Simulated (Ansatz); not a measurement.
# LiTaS3 (model cell, started as cubic perovskite with Ta in the octahedra): following an unstable mode

Wanted: the energy along a soft mode of LiTaS3 (model cell, started as cubic perovskite with Ta in the octahedra) and the structure at the end.

Calculated with Ansatz 0.2.0; DFT PBEsol, scalar-relativistic, plane waves, PAW; PAW set soft_1.

The structure was built from a prototype and need not be the compound's stable phase.

## (1) The structure

It takes space group Pm-3m (No. 221, cubic). Conventional cell: a = 4.770 Å, b = 4.770 Å, c = 4.770 Å, α = 90.00°, β = 90.00°, γ = 90.00°. Nearest to Li lie 12 S at 3.37 Å. Ta has 6 S at 2.39 Å nearest. S has 2 Ta at 2.39 Å nearest. Farther neighbours and most contacts between anions are not listed.

## (2) Phonons on a q mesh

The cell comes from relaxations at this level that are not shown. Stability and thermal properties need the whole zone. Linear response on a 2×2×2 q mesh gives force constants as far as a supercell of that size would.

input.yaml

```yaml
crystal:
  lattice:
    - [4.7703316616, 0.0, 0.0]
    - [0.0, 4.7703316616, 0.0]
    - [0.0, 0.0, 4.7703316616]
  atoms:
    - { symbol: Li, position: [0.0, 0.0, 0.0] }
    - { symbol: Ta, position: [0.5, 0.5, 0.5] }
    - { symbol: S, position: [0.5, 0.5, 0.0] }
    - { symbol: S, position: [0.5, 0.0, 0.5] }
    - { symbol: S, position: [0.0, 0.5, 0.5] }
kpoints:
  mp_grid: { grid: [8, 8, 8] }
hamiltonian:
  xc: pbesol
  pseudopotentials: { kind: paw, azcp: { folder: soft_1 }, xc_functional: pbe }
scf:
  occupations: { method: methfessel_paxton, width: 0.2 }
output:
  eigenvalues: true
phonons:
  method: dfpt
  qmesh: [2, 2, 2]
  temperatures: { t_max: 1000, t_step: 50 }
  qpath:
    path:
      - [[0.0, 0.0, 0.0], [0.0, 0.5, 0.0], [0.5, 0.5, 0.0], [0.0, 0.0, 0.0], [0.5, 0.5, 0.5], [0.0, 0.5, 0.0]]
      - [[0.5, 0.5, 0.5], [0.5, 0.5, 0.0]]
    npoints: 10
```

The run is started by

```bash
> ansatz run input.yaml --threads 8 --pin off --max-ram 16384MiB --backend cpu --events-out ev --progress --plain --runs-dir out
```

Numbers of over 12 decimals in the logs are rounded to 6 here.

The log of the run:

```text
Engine: ansatz 0.2.0, aarch64-unknown-linux-gnu
Pseudopotentials: kind: paw
Pseudopotential: Li, paw, valence charge 3, recommended cutoff 420 eV (normal), soft_1/Li.paw.azcp
Pseudopotential: Ta, paw, valence charge 13, recommended cutoff 420 eV (normal), soft_1/Ta.paw.azcp
Pseudopotential: S, paw, valence charge 6, recommended cutoff 420 eV (normal), soft_1/S.paw.azcp
Functional definition: PBEsol
  exchange = pbesol_x
  correlation = pbesol_c
Crystal: 5 atoms, lattice volume = 108.554 Å³
Basis set: ecut = 420 eV, 2103 PW (Γ), exchange–correlation on 64×64×64 points (8 copies of the dense FFT grid, shifted against one another)
Bands: 22, of which v1, the nominal top of the filled ones, is band 17 counted from 1 (16 counted from 0)
Symmetry: 48 space group operations
k-points: 35 of 512
Non-local potential: Li, projectors of the file, l = 0: 3, l = 1: 2, l = 2: 1
Non-local potential: Ta, projectors of the file, l = 0: 3, l = 1: 2, l = 2: 2, l = 3: 1
Non-local potential: S, projectors of the file, l = 0: 2, l = 1: 2, l = 2: 1
PAW form: soft (Blöchl's): semilocal exchange-correlation on the pseudo side does not see the compensation charge
PAW frozen core: Ta, regenerated for the run's functional, and the local potential with it (the file was generated under x = pbe(κ = 0.804, μ = 0.219515), c = pbe(β = 0.066725))
PAW frozen core: S, regenerated for the run's functional, and the local potential with it (the file was generated under x = pbe(κ = 0.804, μ = 0.219515), c = pbe(β = 0.066725))
PAW one-centre angular grid: Li, 110 points (default); XC on 64 Gauss nodes
PAW one-centre angular grid: Ta, 590 points (default); XC on 64 Gauss nodes
PAW one-centre angular grid: S, 110 points (default); XC on 64 Gauss nodes
Initial density: superposition of atomic densities (chi_scale 0.1, normalization cell, long waves kept (reshape's long-wave potential 0.00 eV rms))
Initial wavefunctions: pseudopotential atomic-orbital guess
Functional: x = pbesol(κ = 0.804, μ = 0.123457), c = pbesol(β = 0.046)
SCF iter   1: F=—  HF=-12669.310955 eV  |F-HF|=—  |Δ(HF+E_count)|=         —  Δρ=3.06e-2  dr2=1.79e0  ethr=3.10e-3  ⟨swp⟩=6.1  Hψ=4118  notcnv=0
preconditioner: auto → Kerker (q_TF=auto, 2.248 Å⁻¹)  [metal: Δε(μ)=0.015 eV  Ē_g=7.791 eV  σ=0.200 eV  W_gap=0.06  n_scr=18 (ndim 8)  ℏωp=17.5 eV  f_vac=0.000  D(μ)=4.43/eV (n_scr^D=32)]
SCF iter   2: F=—  HF=-12669.045177 eV  |F-HF|=—  |Δ(HF+E_count)|=   2.66e-1  S|Δr|=    0.00e0  Δρ=1.70e-2  dr2=6.10e-1  ethr=3.10e-3  ⟨swp⟩=1.1  Hψ=1063  notcnv=0
SCF iter   3: F=—  HF=-12668.919152 eV  |F-HF|=—  |Δ(HF+E_count)|=   1.26e-1  S|Δr|=    0.00e0  Δρ=4.17e-3  dr2=5.46e-2  ethr=1.80e-3  ⟨swp⟩=3.0  Hψ=1291  notcnv=0
SCF iter   4: F=—  HF=-12668.913041 eV  |F-HF|=—  |Δ(HF+E_count)|=   6.11e-3  S|Δr|=    0.00e0  Δρ=1.49e-3  dr2=8.04e-3  ethr=1.61e-4  ⟨swp⟩=1.9  Hψ=1285  notcnv=0  defer=15
SCF iter   5: F=—  HF=-12668.911948 eV  |F-HF|=—  |Δ(HF+E_count)|=   1.09e-3  S|Δr|=    0.00e0  Δρ=5.60e-4  dr2=6.07e-4  ethr=2.37e-5  ⟨swp⟩=2.2  Hψ=1056  notcnv=0  defer=15
SCF iter   6: F=—  HF=-12668.911915 eV  |F-HF|=—  |Δ(HF+E_count)|=   3.33e-5  S|Δr|=    0.00e0  Δρ=1.61e-4  dr2=3.90e-5  ethr=1.79e-6  ⟨swp⟩=2.1  Hψ=987  notcnv=0  defer=15
SCF iter   7: F=—  HF=-12668.911944 eV  |F-HF|=—  |Δ(HF+E_count)|=   2.92e-5  S|Δr|=    0.00e0  Δρ=3.55e-5  dr2=1.89e-6  ethr=1.15e-7  ⟨swp⟩=2.0  Hψ=1303  notcnv=0  defer=15
SCF iter   8: F=—  HF=-12668.911948 eV  |F-HF|=—  |Δ(HF+E_count)|=   4.43e-6  S|Δr|=    0.00e0  Δρ=1.05e-5  dr2=1.58e-7  ethr=5.55e-9  ⟨swp⟩=2.1  Hψ=1063  notcnv=0  defer=15
SCF iter   9: F=—  HF=-12668.911948 eV  |F-HF|=—  |Δ(HF+E_count)|=   1.66e-7  S|Δr|=    0.00e0  Δρ=1.85e-6  dr2=3.43e-9  ethr=4.63e-10  ⟨swp⟩=2.1  Hψ=1061  notcnv=0  defer=15
SCF iter  10: F=—  HF=-12668.911948 eV  |F-HF|=—  |Δ(HF+E_count)|=   6.39e-9  S|Δr|=    0.00e0  Δρ=4.29e-7  dr2=2.46e-10  ethr=1.01e-11  ⟨swp⟩=2.0  Hψ=1312  notcnv=0  defer=15
SCF iter  11: F=-12668.911948 eV  HF=-12668.911948 eV  |F-HF|=1.82e-12  |Δ(HF+E_count)|=  2.62e-10  S|Δr|=    0.00e0  Δρ=7.98e-8  dr2=7.69e-12  ethr=1.00e-12  ⟨swp⟩=9.4  Hψ=4683  notcnv=0
SCF 1 converged in 11 iterations: F = -12668.911948 eV  dr2 = 7.69e-12
  greatest PAW one-centre occupation: 0.999 electrons in one spin orbital (limit 2), on the Li atom at site 0 (counted from 0), in its partial waves of l = 0
Initial density: read from a saved state, or passed on in memory by an earlier SCF of this step, an earlier step, the calling program or the single point that the run made first
iter 1 solved again at ethr=1.74e-6 eV; its pass at ethr=3.10e-3 eV (dr2=5.93e-4 eV) is discarded
SCF iter   1: F=—  HF=-12668.911948 eV  |F-HF|=—  |Δ(HF+E_count)|=         —  Δρ=2.21e-6  dr2=3.69e-9  ethr=1.74e-6  ⟨swp⟩=3.1  Hψ=6149  notcnv=0
eigensolver tolerance schedule: the retry pair's looser diagonalisation over-reported the residual by 160849.10 of it (diagonalisation noise at an unbounded share of the residual, at the tolerance the schedule requests for it); recorded, not acted on — ethr = c·dr2/N_el stays at c = 1.0e-1
preconditioner: auto → LDOS  [insulator: Δε(μ)=0.130 eV  Ē_g=7.866 eV  σ=0.200 eV  W_gap=0.52  n_scr=18 (ndim 8)  ℏωp=17.5 eV  f_vac=0.016  D(μ)=1.69/eV (n_scr^D=6)  ε∞_Penn≈5.9  β→1.0]
SCF iter   2: F=—  HF=-12668.911948 eV  |F-HF|=—  |Δ(HF+E_count)|=   7.74e-7  S|Δr|=    0.00e0  Δρ=2.53e-6  dr2=5.62e-9  ethr=1.08e-11  ⟨swp⟩=4.6  Hψ=2260  notcnv=0
SCF iter   3: F=—  HF=-12668.911948 eV  |F-HF|=—  |Δ(HF+E_count)|=   1.26e-9  S|Δr|=    0.00e0  Δρ=1.17e-6  dr2=9.79e-10  ethr=1.08e-11  ⟨swp⟩=2.0  Hψ=1186  notcnv=0
SCF iter   4: F=—  HF=-12668.911948 eV  |F-HF|=—  |Δ(HF+E_count)|=  1.27e-10  S|Δr|=    0.00e0  Δρ=8.00e-7  dr2=4.98e-10  ethr=2.88e-12  ⟨swp⟩=1.0  Hψ=770  notcnv=0
SCF iter   5: F=—  HF=-12668.911948 eV  |F-HF|=—  |Δ(HF+E_count)|=  5.82e-11  S|Δr|=    0.00e0  Δρ=5.72e-7  dr2=2.50e-10  ethr=1.47e-12  ⟨swp⟩=1.0  Hψ=770  notcnv=0
SCF iter   6: F=-12668.911948 eV  HF=-12668.911948 eV  |F-HF|=3.64e-12  |Δ(HF+E_count)|=  6.00e-11  S|Δr|=    0.00e0  Δρ=3.41e-8  dr2=8.42e-13  ethr=1.00e-12  ⟨swp⟩=2.1  Hψ=2437  notcnv=0
SCF 2 converged in 6 iterations: F = -12668.911948 eV  dr2 = 8.42e-13
phonons: the bands overlap, so this run is a metal and interpolates without the dipole-dipole term. If the crystal is really an insulator or semiconductor, its LO-TO splitting is missing
NSCF: frozen V_eff on 35 k-points
WARN: eigensolver did not converge in 12 slots of this pass, the one above among them; of largest residual over every band (k=31): 1 band(s) unlocked (lowest unlocked band 21, counted from 0; max residual 1.36e-2 eV among the unlocked bands, 1.36e-2 eV over every band); of lowest unlocked band (k=0): band 21
NSCF: frozen V_eff on 125 k-points
DFPT response loops at q = (0, 0, 0) (fractional): preconditioner auto → Kerker (q_TF=auto, 2.248 Å⁻¹) (partly filled bands, converged f_vac=0.016); β = 1.00, the filter's whole step (`scf.mixing.beta` (0.50) is not read by the response loops under this deck's `scf.mixing.preconditioner`; to damp them name `kerker` or `kerker_dos`, under which they read `scf.mixing.beta`, and type it under 1.00, their step now; both keys bind the ground state too); Broyden in place of MSR1
NSCF: frozen V_eff on 250 k-points
DFPT response loops at q = (0, 0, -0.5) (fractional): mixed as the last ones told, above
NSCF: frozen V_eff on 250 k-points
DFPT response loops at q = (0, -0.5, -0.5) (fractional): mixed as the last ones told, above
NSCF: frozen V_eff on 250 k-points
DFPT response loops at q = (-0.5, -0.5, -0.5) (fractional): mixed as the last ones told, above
SCF converged after 11 iterations
Stability not checked: this state was not tested for a lower state beside it, because cold or Methfessel-Paxton smearing, or corrected tetrahedra, fill the levels in a way that the test cannot read (fill_not_monotonic; see scf.lower_state_search)
Free energy (F): -12668.911948 eV
Harris-Foulkes:  -12668.911948 eV  (|F-HF|=1.82e-12)
Internal energy: -12668.915412 eV  (E = F + TS)
E sigma→0 (E₀):  -12668.912814 eV
Entropy (-TS):   0.003463 eV (0.693 meV/atom)
Fermi energy:    6.144725 eV
Step filling:    the computed levels leave a gap of 0.1305 eV = 0.7 smearing widths at the electron count; against every level under it full and every level over it empty, smearing changes F+E_penalty+E_count by +4.726 meV and its σ→0 estimate by +3.861 meV
--- Per-component energies (eV) ---
  E_band       = -366.229504
  E_kinetic    = 723.524629
  E_local      = -1927.085103  (includes V_loc(G=0)·N_el)
  E_nonlocal   = 75.617315
  E_hartree    = 701.745259
  E_xc         = -590.672756
  E_vxc        = -491.291299  (∫ρ·V_xc dr)
  E_paw        = -9980.675468  (= ΣΔE_a)
  E_vpaw       = -150.485837  (= ΣTr[D̂ρ^β])
  E_aug_tail   = 0.000360  (compensation charges beyond the density's cutoff)
  E_ewald      = -1671.769209
  E_core_change = 0.399561  (= ΣΔE_core)
  E_smearing   = 0.003463  (= −TS)
  E_closure    = -0.000000  (closes the sum)
  Σ components = -12668.911948   (vs F -12668.911948, Δ=0.00e0)
--- Band table (eV; the first three rows and the last of 35) ---
  k-point 0: bands = [... 13 lower, 4.8180, 5.4032, 5.4032, 5.4032, 5.4200, 5.4200, 5.4200, 8.1426, ... 1 higher]
  k-point 1: bands = [... 13 lower, 4.7381, 4.8152, 5.2177, 5.2177, 5.4287, 6.2613, 6.2613, 8.1517, ... 1 higher]
  k-point 2: bands = [... 13 lower, 3.9793, 4.5576, 5.2257, 5.2257, 5.4498, 7.2693, 7.2693, 8.1702, ... 1 higher]
  k-point 34: bands = [... 13 lower, 1.2156, 6.2480, 6.2480, 6.2480, 8.4899, 8.8941, 8.8941, 8.8941, ... 1 higher]
--- Phonons (Γ-DFPT): 4 representative perturbations + reference (Σ response iterations 12) ---
  ASR residual: 2.978e-5 → 0.000e0 eV/Å²; symmetrization residual: 8.643e-7 eV/Å²
  ASR residual per site (eV/Å²): 4.76e-6 2.98e-5 2.04e-5 2.04e-5 2.04e-5
  Γ frequencies (cm⁻¹): -176.61 -176.61 -176.61 0.00 0.00 0.00 40.43 40.43 40.43 56.86 56.86 56.86 363.09 363.09 363.09
--- Phonons (arbitrary-q DFPT): 4 irreducible q on the 2×2×2 mesh ---
  q = [0.0000, 0.0000, 0.0000] (star 1, of the zone-centre solve; hermiticity 1.33e-7, symmetrization 5.99e-14): -176.61 -176.61 -176.61 -0.00 0.00 0.00 40.43 40.43 40.43 56.86 56.86 56.86 363.09 363.09 363.09
  q = [0.0000, 0.0000, -0.5000] (star 3, 9 solved perturbations in 975 linear systems a pass and spin channel, the states on 125 of 512 k-point pairs; hermiticity 2.01e-7, symmetrization 2.22e-8): -169.66 -169.66 -134.73 -25.44 -25.44 52.85 52.85 95.38 123.61 135.94 135.94 193.71 360.05 360.05 456.92
  q = [0.0000, -0.5000, -0.5000] (star 3, 9 solved perturbations in 975 linear systems a pass and spin channel, the states on 125 of 512 k-point pairs; hermiticity 6.18e-7, symmetrization 4.22e-7): -164.37 -164.37 -159.51 -130.82 -34.78 117.81 117.81 130.16 130.16 188.81 188.81 196.65 204.67 357.47 490.94
  q = [-0.5000, -0.5000, -0.5000] (star 1, 4 solved perturbations in 350 linear systems a pass and spin channel, the states on 125 of 512 k-point pairs; hermiticity 3.65e-8, symmetrization 2.18e-8): -167.50 -167.50 -167.50 -142.81 -142.81 -130.08 -130.08 -130.08 172.13 172.13 172.13 202.94 202.94 202.94 516.16
  sum rule: each row above includes the acoustic sum rule's correction from the zone centre's row sums; it moved no ω² by more than (0.43 cm⁻¹)²
  mesh force constants: q→R imaginary residual 2.40e-18; ASR residual 2.978e-5 → 0.000e0 eV/Å²; symmetrization residual 1.243e-14 eV/Å²
  interpolated dispersion: 62 rows × 15 modes
  density of states and harmonic sums: on the 14×14×14 q-mesh, interpolated from the force constants of a 2×2×2 supercell (no non-analytic term)
  largest difference from the sums on the solved wave vectors: F 2.26e-1 eV, S 3.00e-4 and C_V 7.60e-5 eV/K
  zero-point energy: 0.120400 eV/cell   skipped modes (ω ≤ 0): 575, of them read as no rigid motion or as one in doubt: 572 (4.630e0 modes/cell left out, lowest -176.61 cm⁻¹)   left out of the sums: 3.09e-1 of the cell's modes: C_V's classical limit lies that fraction below 3 k_B per atom; for a crystal, a wire or a layer, F and S can be off by more, and a phonons.interpolated_qmesh denser along its periods is the remedy for the sampling
```

Wall time 66 s (8 threads of Arm Neoverse V2, shared host); peak memory 1.1 GiB; 8.2 min of CPU time.

In the SCF lines HF is the Harris–Foulkes energy and dr2 the Hartree energy of the density residual, in eV; the loop may stop once dr2 is under the threshold and the program's other checks hold. Hψ counts applications of the Hamiltonian.

Numbers from this step:

| Quantity | Value |
| --- | --- |
| volume per atom | 21.71 Å³ |
| gap on the k-mesh | 0 eV |
| sum-rule residual before enforcement | 2.98e-5 eV/Å² |
| lowest frequency on the path | -176.6 cm⁻¹ |
| point group | m-3m |
| highest frequency on the path or at a solved wavevector | 516.2 cm⁻¹ |
| highest optical mode at the zone centre (no LO-TO term) | 363.1 cm⁻¹ |
| lowest optical zone-centre mode | -176.6 cm⁻¹ |
| lowest mode on the q mesh (acoustic modes at Γ apart) | -176.6 cm⁻¹ |

Frequencies (cm⁻¹) solved at each irreducible wavevector; negative means imaginary. Frequencies by wavevector, by row:

```tsv
q in reciprocal lattice units	star	mode 1	mode 2	mode 3	mode 4	mode 13	mode 14	mode 15
0 0 0	1	-176.6	-176.6	-176.6	0	363.1	363.1	363.1
0 0 -0.5	3	-169.7	-169.7	-134.7	-25.4	360.1	360.1	456.9
0 -0.5 -0.5	3	-164.4	-164.4	-159.5	-130.8	204.7	357.5	490.9
-0.5 -0.5 -0.5	1	-167.5	-167.5	-167.5	-142.8	202.9	202.9	516.2
```

Interpolated from a 2×2×2 q mesh. The phonon branches at the labelled points (cm⁻¹):

```tsv
point	branch 1	branch 2	branch 3	branch 4	branch 12	branch 13	branch 14	branch 15
Γ	-177	-177	-177	0	57	363	363	363
halfway	-173	-173	-155	-14	140	362	362	409
X	-170	-170	-135	-25	194	360	360	457
halfway	-167	-165	-153	-82	200	288	359	477
M	-164	-164	-160	-131	197	205	358	491
halfway	-169	-164	-161	-59	170	323	361	447
Γ	-177	-177	-177	0	57	363	363	363
halfway	-164	-164	-163	-63	176	299	299	480
R	-168	-168	-168	-143	203	203	203	516
halfway	-166	-165	-160	-89	203	242	272	501
X	-170	-170	-135	-25	194	360	360	457
jump to R	-168	-168	-168	-143	203	203	203	516
halfway	-166	-166	-164	-130	197	204	222	512
M	-164	-164	-160	-131	197	205	358	491
```

Symmetry leaves 4 wavevectors to solve. The lowest mode among them, the acoustic zeros apart, lies at Γ and is imaginary, 176.6i cm⁻¹, so the energy falls along it.

## (3) The mode frozen in, largest atomic shift 0 Å

The mode followed lies at Γ with frequency 176.6i cm⁻¹ and is 3-fold degenerate, the softest among the wavevectors solved. At small amplitude the distorted cell has space group no. 38 by a symmetry search on the positions. The undistorted cell that holds it gives the zero of energy on the same k mesh.

input.yaml, the sections that differ from step 2:

```yaml
output:
  forces: true
  stress: true
  eigenvalues: true
# crystal, kpoints, hamiltonian, scf: as in step 2
# phonons: removed
```

The log of the run:

```text
[...]
Crystal: 5 atoms, lattice volume = 108.554 Å³
Basis set: ecut = 420 eV, 2103 PW (Γ), exchange–correlation on 64×64×64 points (8 copies of the dense FFT grid, shifted against one another)
Bands: 22, of which v1, the nominal top of the filled ones, is band 17 counted from 1 (16 counted from 0)
Symmetry: 48 space group operations
[...]
k-points: 35 of 512
[...]
k-point 0: bands = [... 13 lower, 4.8180, 5.4032, 5.4032, 5.4032, 5.4200, 5.4200, 5.4200, 8.1426, ... 1 higher]
  k-point 1: bands = [... 13 lower, 4.7381, 4.8152, 5.2177, 5.2177, 5.4287, 6.2613, 6.2613, 8.1517, ... 1 higher]
  k-point 2: bands = [... 13 lower, 3.9793, 4.5576, 5.2257, 5.2257, 5.4498, 7.2693, 7.2693, 8.1702, ... 1 higher]
  k-point 34: bands = [... 13 lower, 1.2156, 6.2480, 6.2480, 6.2480, 8.4899, 8.8941, 8.8941, 8.8941, ... 1 higher]
[key lines of the parts left out:]
SCF converged after 9 iterations
Free energy (F): -12668.911948 eV
Fermi energy:    6.144725 eV
P = ⅓ Tr σ = -0.0068 GPa (-0.068 kbar)
```

Run time: 0.84 s. Hardware: 8 threads; peak memory 0.47 GiB; 4.7 s of CPU time.

Numbers from this step:

```
pressure                         : -0.006770 GPa
energy from the undistorted cell : 0 meV/atom
```

The run ends at a pressure of -0.01 GPa.

## (4) The mode frozen in, largest atomic shift 0.6 Å

The atoms are moved along the unstable eigenvector, the largest shift by 0.6 Å, with the cell fixed.

input.yaml, the sections that differ from step 3:

```yaml
crystal:
  lattice:
    - [4.7703316616, 0.0, 0.0]
    - [0.0, 4.7703316616, 0.0]
    - [0.0, 0.0, 4.7703316616]
  atoms:
    - { symbol: Li, position: [0.0, 0.0889380653, 0.0889380653] }
    - { symbol: Ta, position: [0.5, 0.4994409845, 0.4994409845] }
    - { symbol: S, position: [0.5, 0.4936996213, -0.0034964823] }
    - { symbol: S, position: [0.5, -0.0034964823, 0.4936996213] }
    - { symbol: S, position: [0.0, 0.4936996213, 0.4936996213] }
# kpoints, hamiltonian, scf, output: as in step 3
```

The log of the run:

```text
[...]
Crystal: 5 atoms, lattice volume = 108.554 Å³
Basis set: ecut = 420 eV, 2103 PW (Γ), exchange–correlation on 64×64×64 points (8 copies of the dense FFT grid, shifted against one another)
Bands: 22, of which v1, the nominal top of the filled ones, is band 17 counted from 1 (16 counted from 0)
Symmetry: 4 space group operations
[...]
k-points: 105 of 512 (time reversal used)
[...]
k-point 0: bands = [... 13 lower, 4.7552, 5.2281, 5.2414, 5.3432, 5.3622, 5.4112, 5.4501, 8.0690, ... 1 higher]
  k-point 1: bands = [... 13 lower, 4.6230, 4.7591, 5.1023, 5.1214, 5.3740, 6.1808, 6.2022, 8.0794, ... 1 higher]
  k-point 2: bands = [... 13 lower, 3.9253, 4.4562, 5.1068, 5.1147, 5.3963, 7.1864, 7.2039, 8.0978, ... 1 higher]
  k-point 104: bands = [... 13 lower, 1.1921, 6.1045, 6.1760, 6.1903, 8.6094, 8.8168, 8.8655, 8.9006, ... 1 higher]
[key lines of the parts left out:]
SCF converged after 9 iterations
Free energy (F): -12669.040134 eV
Fermi energy:    6.056634 eV
P = ⅓ Tr σ = 0.2918 GPa (2.918 kbar)
```

The job ended after 2.8 s (8 threads; peak memory 0.54 GiB; 20 s of CPU time).

Numbers from this step:

```
pressure                         : 0.2918 GPa
energy from the undistorted cell : -25.64 meV/atom
```

The energy, extrapolated to zero smearing, is -25.64 meV/atom against the undistorted cell.

The run ends at a pressure of 0.29 GPa, with forces up to 0.32 eV/Å.

## (5) Energy along the mode, all amplitudes (two of the runs are shown above)

An imaginary frequency means negative curvature, so the energy should fall and then rise again as anharmonic terms take over.

Numbers from this step:

```
depth at the lowest point sampled  : 25.64 meV/atom
largest atomic shift at that point : 0.6 Å
```

The energy from the parent by largest atomic shift:

```tsv
largest atomic shift (Å)	energy from the parent (meV/atom)
0.000	0
0.040	-0.134
0.080	-0.536
0.140	-1.63
0.220	-3.99
0.320	-8.26
0.450	-15.6
0.600	-25.6
```

Displacement at unit largest shift by atom:

```tsv
atom	x (Å)	y (Å)	z (Å)	size
Li1	0.000	0.707	0.707	1.000
Ta2	0.000	-0.004	-0.004	0.006
S3	0.000	-0.050	-0.028	0.057
S4	0.000	-0.028	-0.050	0.057
S5	0.000	-0.050	-0.050	0.071
```

The lowest of the steps tried is the last one, at 0.6 Å, 25.6 meV/atom below the parent; the bottom of the well need not coincide with a step.

(Continued in part 2 of 3.)

[Logs are printed without paths, hosts, clocks, repeated set-up lines and the standing remarks that a program may print on its own settings, such as how far it seeks lower states.]

[Hosts, paths, dates, database ids (printed as entryN), source tags and the programs' standing remarks are cut or masked in the printed files.]
